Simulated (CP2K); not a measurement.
Consider acylium at its PBE geometry (Å).

```xyz
6

C    -0.4843   -0.0012   -0.0132
C     0.9350    0.0052    0.0238
O     2.0644    0.0068    0.0536
H    -0.8167   -0.7833   -0.7206
H    -0.8622   -0.2198    1.0029
H    -0.8361    0.9923   -0.3465
```

Method: CP2K XAS_TDP, all-electron GAPW, PBEh(45%), aug-cc-pVTZ, TDA, GW2X-corrected core level, no relativity.

Where do the O K-edge lines lie, and how strong are they?

Leading lines: O3 532.83 eV. The leading line of an atom is its first one with 35 % of the strongest within 2.5 eV of its lowest line over the strength cut. Core ionisation energies at this level: O3 547.17 eV.

The first six lines of each atom with a strength over 0.0015:

```tsv
atom	energy (eV)	states	strength, one atom	above the computed threshold
O3 (bonded to C)	532.83	2	0.0896	
	538.86	1	0.0102	
	541.87	1	0.0088	
	542.08	2	0.0040	
	542.18	1	0.0053	
	543.32	1	0.0026
```

Lines are vertical, at one geometry, with no vibrational structure. GW2X ionisation energies and lines can be off by 1 to 2 eV either way, and a good line position may hide errors that cancel. These values hold no scalar relativity, about 0.4 eV for O 1s. Rydberg lines, and the discretised continuum above threshold, depend on the basis and the box. The ion (charge +1) is isolated, with no counter-ion or solvent.

[Banner, clock and machine lines of the logs are left out without a mark of their own.]

[Logs are printed without paths, hosts, clocks, repeated set-up lines and the standing remarks that a program may print on its own settings, such as how far it seeks lower states.]

[Hosts, paths, dates, database ids (printed as entryN), source tags and the programs' standing remarks are cut or masked in the printed files.]
